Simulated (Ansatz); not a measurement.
# Cu(111) with 4 thermally displaced layers, 2x2: scattering by thermal displacements, part 2 of 2

How much do lattice vibrations at 500 K scatter the electrons of Cu? Layers with random displacements are laid between perfect leads, and the resistance is followed against their length. The measured value for the pure metal at this temperature is 3.09 µΩ cm (CRC Handbook of Chemistry and Physics, 84th ed., 2003, Electrical Resistivity of Pure Metals).

Ansatz 0.2.0; Ansatz plane-wave DFT, PBE, PAW files; ballistic transport by layer matching (Landauer), zero bias; PAW set soft_1.

So far, open channels per spin nearest the Fermi level: step 2 (with 4 displaced layers) 3.21.

## 3. With 8 displaced layers

Each atom of 8 layers is moved at random, by amounts drawn from a normal law 0.0993 Å wide in each direction from the Debye model (343 K) at 500 K. A fresh draw is used; the growth of the resistance with length is what counts.

System of this step: Cu(111) with 8 thermally displaced layers, 2x2. The cell holds 56 atoms: 56 Cu. Its edges and angles: a = 5.112 Å, b = 5.112 Å, c = 29.257 Å, α = 87.5°, β = 92.5°, γ = 120.0°. It derives from Cu. Regions: lead, 24 atoms (24 Cu); scattering region, 32 atoms (32 Cu). The structure is stacked along c, and the current runs across the ab planes.

The input, input.yaml:

```yaml
crystal:
  lattice:
    - [5.1123254594, 0.0, 0.0]
    - [-2.5561627297, 4.4274037203, 0.0]
    - [-1.2780813649, 0.73790062, 29.2193738075]
  atoms:
    - { symbol: Cu, position: [0.005952381, 0.994047619, 0.0357142857] }
    - { symbol: Cu, position: [0.005952381, 0.494047619, 0.0357142857] }
    - { symbol: Cu, position: [0.505952381, 0.994047619, 0.0357142857] }
    - { symbol: Cu, position: [0.505952381, 0.494047619, 0.0357142857] }
    - { symbol: Cu, position: [0.1845238095, 0.3154761905, 0.1071428571] }
    - { symbol: Cu, position: [0.1845238095, 0.8154761905, 0.1071428571] }
    - { symbol: Cu, position: [0.6845238095, 0.3154761905, 0.1071428571] }
    - { symbol: Cu, position: [0.6845238095, 0.8154761905, 0.1071428571] }
    - { symbol: Cu, position: [0.3630952381, 0.1369047619, 0.1785714286] }
    - { symbol: Cu, position: [0.3630952381, 0.6369047619, 0.1785714286] }
    - { symbol: Cu, position: [0.8630952381, 0.1369047619, 0.1785714286] }
    - { symbol: Cu, position: [0.8630952381, 0.6369047619, 0.1785714286] }
    - { symbol: Cu, position: [0.0408828723, 0.9709162135, 0.2487082964] }
    - { symbol: Cu, position: [0.0608685548, 0.4806098433, 0.248150976] }
    - { symbol: Cu, position: [0.5843800184, 0.9940947107, 0.2536668492] }
    - { symbol: Cu, position: [0.5778788288, 0.481654489, 0.2576614482] }
    - { symbol: Cu, position: [0.2242129351, 0.2794670617, 0.3234780704] }
    - { symbol: Cu, position: [0.1846824189, 0.7454280571, 0.3184313031] }
    - { symbol: Cu, position: [0.7319087304, 0.2912413132, 0.3162076671] }
    - { symbol: Cu, position: [0.6800048874, 0.7727782322, 0.3207895116] }
    - { symbol: Cu, position: [0.4060782842, 0.1155512728, 0.3970330073] }
    - { symbol: Cu, position: [0.4095442206, 0.6155515649, 0.3891353927] }
    - { symbol: Cu, position: [0.8789881888, 0.1061121919, 0.3951158227] }
    - { symbol: Cu, position: [0.9200059031, 0.6140398801, 0.3955219476] }
    - { symbol: Cu, position: [0.0730457422, 0.8837382623, 0.4617908482] }
    - { symbol: Cu, position: [0.0920557316, 0.4368571309, 0.4591472725] }
    - { symbol: Cu, position: [0.5951122345, 0.912908919, 0.4634958809] }
    - { symbol: Cu, position: [0.5902936286, 0.4402429378, 0.4594156493] }
    - { symbol: Cu, position: [0.2756091456, 0.2462176617, 0.5330948821] }
    - { symbol: Cu, position: [0.2257279831, 0.6953921974, 0.5335135273] }
    - { symbol: Cu, position: [0.7513487417, 0.2283313858, 0.5345996217] }
    - { symbol: Cu, position: [0.7542224702, 0.7445546064, 0.5391826466] }
    - { symbol: Cu, position: [0.4314301691, 0.0593407662, 0.6089732989] }
    - { symbol: Cu, position: [0.4713039803, 0.5574988491, 0.6088856994] }
    - { symbol: Cu, position: [0.9193498573, 0.0952783824, 0.6093835957] }
    - { symbol: Cu, position: [0.9591572348, 0.5647422565, 0.6035991272] }
    - { symbol: Cu, position: [0.138264263, 0.9042954687, 0.6756250287] }
    - { symbol: Cu, position: [0.0894264446, 0.3970746054, 0.6779889987] }
    - { symbol: Cu, position: [0.6566428012, 0.8734283022, 0.676775251] }
    - { symbol: Cu, position: [0.5917690845, 0.3500657586, 0.675550104] }
    - { symbol: Cu, position: [0.3217865422, 0.2057314811, 0.7479325541] }
    - { symbol: Cu, position: [0.2738453503, 0.720979098, 0.7522370486] }
    - { symbol: Cu, position: [0.7924563583, 0.1994315934, 0.7510382893] }
    - { symbol: Cu, position: [0.7917953957, 0.692710531, 0.7521148306] }
    - { symbol: Cu, position: [0.4702380952, 0.0297619048, 0.8214285714] }
    - { symbol: Cu, position: [0.4702380952, 0.5297619048, 0.8214285714] }
    - { symbol: Cu, position: [0.9702380952, 0.0297619048, 0.8214285714] }
    - { symbol: Cu, position: [0.9702380952, 0.5297619048, 0.8214285714] }
    - { symbol: Cu, position: [0.1488095238, 0.8511904762, 0.8928571429] }
    - { symbol: Cu, position: [0.1488095238, 0.3511904762, 0.8928571429] }
    - { symbol: Cu, position: [0.6488095238, 0.8511904762, 0.8928571429] }
    - { symbol: Cu, position: [0.6488095238, 0.3511904762, 0.8928571429] }
    - { symbol: Cu, position: [0.3273809524, 0.1726190476, 0.9642857143] }
    - { symbol: Cu, position: [0.3273809524, 0.6726190476, 0.9642857143] }
    - { symbol: Cu, position: [0.8273809524, 0.1726190476, 0.9642857143] }
    - { symbol: Cu, position: [0.8273809524, 0.6726190476, 0.9642857143] }
kpoints:
  mp_grid: { grid: [5, 5, 1] }
hamiltonian:
  xc: pbe
  pseudopotentials: { kind: paw, azcp: { folder: soft_1 } }
scf:
  occupations: { method: fermi_dirac, width: 0.1 }
output:
  transmission:
    leads: [[0, 4]]
    kmesh: [10, 10]
    e_range: [-0.05, 0.05]
    de: 0.05
  write_potential: true
  write_density: true
  volumetric_format: npy
```

On the command line:

```console
$ ansatz run input.yaml --threads 4 --pin off --max-ram 15360MiB --backend cpu --events-out ev --progress --plain --runs-dir out
```

Numbers of over 12 decimals in the logs are rounded to 6 here.

Output:

```text
[...]
Crystal: 56 atoms, lattice volume = 661.361 Å³
Basis set: ecut = 420 eV, 12983 PW (Γ)
Bands: 639, of which v1, the nominal top of the filled ones, is band 532 counted from 1 (531 counted from 0)
Symmetry: 1 space group operations
[...]
k-points: 13 of 25 (time reversal used)
[...]
SCF iter   1: F=—  HF=-371058.073058 eV  |F-HF|=—  |Δ(HF+E_count)|=         —  Δρ=2.66e-1  dr2=2.80e2  ethr=3.10e-3  ⟨swp⟩=4.9  Hψ=25506  notcnv=0  defer=25
[...]
SCF iter  13: F=-371007.230450 eV  HF=-371007.230450 eV  |F-HF|=3.76e-8  |Δ(HF+E_count)|=   4.02e-9  Δρ=1.15e-6  dr2=4.46e-8  ethr=9.40e-12  ⟨swp⟩=7.0  Hψ=28863  notcnv=0
SCF 1 converged in 13 iterations: F = -371007.230450 eV  dr2 = 4.46e-8
[...]
transmission: 234 of 2340 steps passed
transmission: 468 of 2340 steps passed
[...]
transmission: 2340 of 2340 steps passed
SCF converged after 13 iterations
Free energy (F): -371007.230450 eV
[...]
Internal energy: -371006.520909 eV  (E = F + TS)
E sigma→0 (E₀):  -371006.875679 eV
Entropy (-TS):   -0.709541 eV (-12.670 meV/atom)
Fermi energy:    16.342137 eV
[...]
--- Band table (eV; the first three rows and the last of 13) ---
  k-point 0: bands = [... 528 lower, 16.3409, 16.6165, 16.6549, 16.8198, 16.8401, 16.9341, 16.9578, 17.0899, ... 103 higher]
  k-point 1: bands = [... 528 lower, 16.0874, 16.2100, 16.2341, 16.2575, 16.3216, 16.4287, 16.4766, 16.5306, ... 103 higher]
  k-point 2: bands = [... 528 lower, 16.1302, 16.1756, 16.2155, 16.2885, 16.3504, 16.4444, 16.5835, 16.6163, ... 103 higher]
  k-point 12: bands = [... 528 lower, 15.6394, 15.7442, 16.0400, 16.3904, 16.5082, 16.7359, 16.7870, 16.9990, ... 103 higher]
--- Transmission ---
  basis      : 199 plane waves across, 45 finite elements along
  points     : 52, standing for a mesh of 10 x 10
[...]
channels       : 3.210000e0 a spin
[...]
junction   : crystal 0 to crystal 0, 0.70 to 27.83 Å
    transmission   : 2.946391e0 a spin
[...]
```

Elapsed: 13 min, on 4 threads of Arm Neoverse V2, shared host; peak memory 8.4 GiB; 49 min of CPU time.

Numbers from this step:

| Quantity | Value |
| --- | --- |
| free energy | -371007.2304 eV |
| energy at zero smearing | -371006.8757 eV |
| transmission per spin nearest the Fermi level | 2.946 |
| step of the lead's potential | 4.2 meV |

Per spin. The transmission, zone mean by energy, zero at the Fermi level:

```csv
energy (eV),"transmission, zone mean"
-0.0500,2.92
0.0000,2.95
0.0500,2.96
```

Over the solved energies the transmission per spin lies between 2.92 and 2.96, out of 3.21 channels of the lead on average (up to 3.21).

## 4. With 12 displaced layers

Each atom of 12 layers is moved at random, by amounts drawn from a normal law 0.0993 Å wide in each direction from the Debye model (343 K) at 500 K. A fresh draw is used; the growth of the resistance with length is what counts.

System of this step: Cu(111) with 12 thermally displaced layers, 2x2. The cell holds 72 atoms: 72 Cu. Cell: a = 5.112 Å, b = 5.112 Å, c = 37.568 Å, α = 90.0°, β = 90.0°, γ = 120.0°. It derives from Cu. Regions: lead, 24 atoms (24 Cu); scattering region, 48 atoms (48 Cu). The structure is stacked along c, and the current runs across the ab planes.

The input, input.yaml:

```yaml
crystal:
  lattice:
    - [5.1123254594, 0.0, 0.0]
    - [-2.5561627297, 4.4274037203, 0.0]
    - [0.0, 0.0, 37.567766324]
  atoms:
    - { symbol: Cu, position: [0.0, 0.0, 0.0277777778] }
    - { symbol: Cu, position: [0.0, 0.5, 0.0277777778] }
    - { symbol: Cu, position: [0.5, 0.0, 0.0277777778] }
    - { symbol: Cu, position: [0.5, 0.5, 0.0277777778] }
    - { symbol: Cu, position: [0.1666666667, 0.3333333333, 0.0833333333] }
    - { symbol: Cu, position: [0.1666666667, 0.8333333333, 0.0833333333] }
    - { symbol: Cu, position: [0.6666666667, 0.3333333333, 0.0833333333] }
    - { symbol: Cu, position: [0.6666666667, 0.8333333333, 0.0833333333] }
    - { symbol: Cu, position: [0.3333333333, 0.1666666667, 0.1388888889] }
    - { symbol: Cu, position: [0.3333333333, 0.6666666667, 0.1388888889] }
    - { symbol: Cu, position: [0.8333333333, 0.1666666667, 0.1388888889] }
    - { symbol: Cu, position: [0.8333333333, 0.6666666667, 0.1388888889] }
    - { symbol: Cu, position: [0.9444598436, 0.9710907742, 0.1936411701] }
    - { symbol: Cu, position: [0.9848369608, 0.4738885726, 0.1953132796] }
    - { symbol: Cu, position: [0.5255604068, 0.0101157722, 0.1950378909] }
    - { symbol: Cu, position: [0.5206217769, 0.5090706134, 0.1914250441] }
    - { symbol: Cu, position: [0.1772128016, 0.3622941873, 0.2469935466] }
    - { symbol: Cu, position: [0.1635131513, 0.8246063784, 0.247626495] }
    - { symbol: Cu, position: [0.648153054, 0.3355989545, 0.2508334915] }
    - { symbol: Cu, position: [0.6564532357, 0.8009026242, 0.2492368376] }
    - { symbol: Cu, position: [0.3506651931, 0.1879009043, 0.3073330415] }
    - { symbol: Cu, position: [0.3617883347, 0.6912723624, 0.3077332386] }
    - { symbol: Cu, position: [0.818150877, 0.1679683587, 0.3036706805] }
    - { symbol: Cu, position: [0.7682302901, 0.6289690413, 0.311076713] }
    - { symbol: Cu, position: [0.9531572678, 0.9497159155, 0.3595653121] }
    - { symbol: Cu, position: [0.0290237549, 0.4989917248, 0.3621897038] }
    - { symbol: Cu, position: [0.4938164652, 0.9981334067, 0.3644589498] }
    - { symbol: Cu, position: [0.5144929757, 0.4980656198, 0.363467725] }
    - { symbol: Cu, position: [0.1850778788, 0.328418055, 0.4173802517] }
    - { symbol: Cu, position: [0.1641084002, 0.8183453265, 0.4197085212] }
    - { symbol: Cu, position: [0.6564756244, 0.319440376, 0.4122374212] }
    - { symbol: Cu, position: [0.6591948566, 0.8675442972, 0.4136533995] }
    - { symbol: Cu, position: [0.3375593401, 0.1584326112, 0.4735736972] }
    - { symbol: Cu, position: [0.3363265167, 0.6492567786, 0.4714508028] }
    - { symbol: Cu, position: [0.836547572, 0.169235651, 0.4721468688] }
    - { symbol: Cu, position: [0.8343068348, 0.680782546, 0.4757034153] }
    - { symbol: Cu, position: [0.0021983417, 0.983400749, 0.5288242978] }
    - { symbol: Cu, position: [0.0063633136, 0.5103530343, 0.5326538268] }
    - { symbol: Cu, position: [0.4957155096, 0.9997420432, 0.525434359] }
    - { symbol: Cu, position: [0.4880056682, 0.4872355559, 0.5320062445] }
    - { symbol: Cu, position: [0.1661573594, 0.3205068196, 0.5884330549] }
    - { symbol: Cu, position: [0.1505286745, 0.8526490117, 0.5860193376] }
    - { symbol: Cu, position: [0.6748856907, 0.3274764232, 0.5829913334] }
    - { symbol: Cu, position: [0.6688106382, 0.8509627721, 0.5771778282] }
    - { symbol: Cu, position: [0.3251075624, 0.1700743485, 0.6373528282] }
    - { symbol: Cu, position: [0.2953081555, 0.6612206991, 0.6368929302] }
    - { symbol: Cu, position: [0.864546462, 0.1980065081, 0.6390722657] }
    - { symbol: Cu, position: [0.7935677151, 0.6622666447, 0.6364463553] }
    - { symbol: Cu, position: [0.0322137807, 0.0379346445, 0.6952834261] }
    - { symbol: Cu, position: [0.0565132817, 0.5339672298, 0.6962854207] }
    - { symbol: Cu, position: [0.4856341995, 0.0046847701, 0.6909048744] }
    - { symbol: Cu, position: [0.525031324, 0.5053541036, 0.6984060537] }
    - { symbol: Cu, position: [0.1545962009, 0.2928684444, 0.7520818811] }
    - { symbol: Cu, position: [0.2078236552, 0.873908939, 0.7478173398] }
    - { symbol: Cu, position: [0.6539777014, 0.3380858474, 0.747598701] }
    - { symbol: Cu, position: [0.6320612871, 0.811969283, 0.7572147462] }
    - { symbol: Cu, position: [0.3136419132, 0.1466834526, 0.8046785951] }
    - { symbol: Cu, position: [0.3511885877, 0.6980043986, 0.8083309865] }
    - { symbol: Cu, position: [0.8523116962, 0.1699671777, 0.806240309] }
    - { symbol: Cu, position: [0.8071723055, 0.6351732701, 0.8112100054] }
    - { symbol: Cu, position: [0.0, 0.0, 0.8611111111] }
    - { symbol: Cu, position: [0.0, 0.5, 0.8611111111] }
    - { symbol: Cu, position: [0.5, 0.0, 0.8611111111] }
    - { symbol: Cu, position: [0.5, 0.5, 0.8611111111] }
    - { symbol: Cu, position: [0.1666666667, 0.3333333333, 0.9166666667] }
    - { symbol: Cu, position: [0.1666666667, 0.8333333333, 0.9166666667] }
    - { symbol: Cu, position: [0.6666666667, 0.3333333333, 0.9166666667] }
    - { symbol: Cu, position: [0.6666666667, 0.8333333333, 0.9166666667] }
    - { symbol: Cu, position: [0.3333333333, 0.1666666667, 0.9722222222] }
    - { symbol: Cu, position: [0.3333333333, 0.6666666667, 0.9722222222] }
    - { symbol: Cu, position: [0.8333333333, 0.1666666667, 0.9722222222] }
    - { symbol: Cu, position: [0.8333333333, 0.6666666667, 0.9722222222] }
kpoints:
  mp_grid: { grid: [5, 5, 1] }
hamiltonian:
  xc: pbe
  pseudopotentials: { kind: paw, azcp: { folder: soft_1 } }
scf:
  occupations: { method: fermi_dirac, width: 0.1 }
output:
  transmission:
    leads: [[0, 4]]
    kmesh: [10, 10]
    e_range: [-0.05, 0.05]
    de: 0.05
  write_potential: true
  write_density: true
  volumetric_format: npy
```

Output:

```text
[...]
Crystal: 72 atoms, lattice volume = 850.321 Å³
Basis set: ecut = 420 eV, 16727 PW (Γ)
Bands: 821, of which v1, the nominal top of the filled ones, is band 684 counted from 1 (683 counted from 0)
Symmetry: 1 space group operations
[...]
k-points: 13 of 25 (time reversal used)
[...]
SCF iter   1: F=—  HF=-477072.869588 eV  |F-HF|=—  |Δ(HF+E_count)|=         —  Δρ=2.65e-1  dr2=3.58e2  ethr=3.10e-3  ⟨swp⟩=4.7  Hψ=31616  notcnv=0  defer=51
[...]
SCF iter  15: F=-477007.874351 eV  HF=-477007.874351 eV  |F-HF|=1.20e-8  |Δ(HF+E_count)|=   3.26e-9  Δρ=5.83e-7  dr2=1.21e-8  ethr=4.14e-12  ⟨swp⟩=1.0  Hψ=25015  notcnv=0
SCF 1 converged in 15 iterations: F = -477007.874351 eV  dr2 = 1.21e-8
[...]
transmission: 314 of 3120 steps passed
transmission: 626 of 3120 steps passed
[...]
transmission: 3120 of 3120 steps passed
SCF converged after 15 iterations
Free energy (F): -477007.874351 eV
[...]
Internal energy: -477007.049881 eV  (E = F + TS)
E sigma→0 (E₀):  -477007.462116 eV
Entropy (-TS):   -0.824469 eV (-11.451 meV/atom)
Fermi energy:    16.322425 eV
[...]
--- Band table (eV; the first three rows and the last of 13) ---
  k-point 0: bands = [... 680 lower, 16.4061, 16.7607, 16.7766, 16.8002, 16.8151, 16.8609, 16.8749, 17.0739, ... 133 higher]
  k-point 1: bands = [... 680 lower, 16.0576, 16.1371, 16.2253, 16.2990, 16.3579, 16.4278, 16.4774, 16.5001, ... 133 higher]
  k-point 2: bands = [... 680 lower, 16.1350, 16.1819, 16.2083, 16.2669, 16.3054, 16.3440, 16.3817, 16.4548, ... 133 higher]
  k-point 12: bands = [... 680 lower, 15.8640, 15.9650, 15.9852, 16.3210, 16.3449, 16.8150, 16.8309, 16.9235, ... 133 higher]
--- Transmission ---
  basis      : 199 plane waves across, 60 finite elements along
  points     : 52, standing for a mesh of 10 x 10
[...]
channels       : 3.210000e0 a spin
[...]
junction   : crystal 0 to crystal 0, 0.70 to 36.18 Å
    transmission   : 2.784388e0 a spin
[...]
```

Run time: 28 min. Hardware: 4 threads; peak memory 7.4 GiB.

This step gave:

```yaml
free_energy: -477007.8744 eV
energy_at_zero_smearing: -477007.4621 eV
fermi_energy: 16.32 eV
transmission_per_spin_nearest_the_fermi_level: 2.784
step_of_the_lead_s_potential: 3.4 meV
```

Per spin. The transmission, zone mean by energy, zero at the Fermi level:

```
energy (eV)  transmission, zone mean
    -0.0500                     2.75
     0.0000                     2.78
     0.0500                     2.79
```

Over the solved energies the transmission per spin lies between 2.75 and 2.79, out of 3.21 channels of the lead on average (up to 3.21).

## 5. Resistance against length

This step: Ansatz plane-wave DFT, PBE, PAW files; ballistic transport by layer matching (Landauer), zero bias; resistivity from the slope of the area resistance; PAW set soft_1 (Ansatz 0.2.0).

Numbers from this step:

| Item | Value |
| --- | --- |
| resistivity | 6.412 µΩ cm |
| intercept | -0.02066 fΩ m² |
| scatter about the fit | 0.002741 fΩ m² |

Resistance, by row:

| run | length (Å) | T | channels N | RA (fΩ m²) |
| --- | --- | --- | --- | --- |
| n4 | 8.348 | 3.092 | 3.21 | 0.03481 |
| n8 | 16.7 | 2.943 | 3.21 | 0.08253 |
| n12 | 25.05 | 2.777 | 3.21 | 0.1419 |

The area resistance by length of the displaced region:

| length of the displaced region (Å) | area resistance (fΩ m²) |
| --- | --- |
| 8.35 | 0.0348 |
| 16.70 | 0.0825 |
| 25.05 | 0.142 |

The area resistance goes from 0.035 to 0.14 fΩ m² between 8.3 and 25.0 Å, a slope of 6.4 µΩ cm.

By hand from the end points: (0.1419 − 0.03481) fΩ m² / (25.05 − 8.35) Å = 6.4 µΩ cm, since 1 fΩ m² per Å is 1000 µΩ cm.

## 6. Results

```yaml
resistivity_from_the_slope: 6.41 µΩ cm
area_resistance_over_8p35_a: 0.0348 fΩ m²
area_resistance_over_16p7_a: 0.0825 fΩ m²
area_resistance_over_25p0_a: 0.142 fΩ m²
```

**Reading.** The slope gives 6.4 µΩ cm. The points scatter by 0.0027 fΩ m² about the line, with one random draw a length in a 2x2 cell, so the slope is a rough value. The mean square of the displacements drawn is 0.78, 0.91 and 1.0 of the nominal one at the three lengths; with each resistance scaled back by that, the slope is 5.6 µΩ cm, the value used below. Read with a model of isotropic scattering on a spherical Fermi surface and the lead's 1.1×10¹⁵ S/m², this slope means a mean free path near 141 Å; over these lengths the model's slope is 1.16 times its bulk resistivity, which would be 4.8 µΩ cm. Uncorrelated displacements put too much weight on short waves, which scatter strongly; with the sideways repeat of a small cell, one draw and three short lengths, the method is good to a factor of two or three. The measured value is 3.09 µΩ cm (CRC Handbook of Chemistry and Physics, 84th ed., 2003, Electrical Resistivity of Pure Metals); the scaled slope is 1.8 times that and the corrected value 1.6: clearly high.

[Logs are printed without paths, hosts, clocks, repeated set-up lines and the standing remarks that a program may print on its own settings, such as how far it seeks lower states.]

[Hosts, paths, dates, database ids (printed as entryN), source tags and the programs' standing remarks are cut or masked in the printed files.]
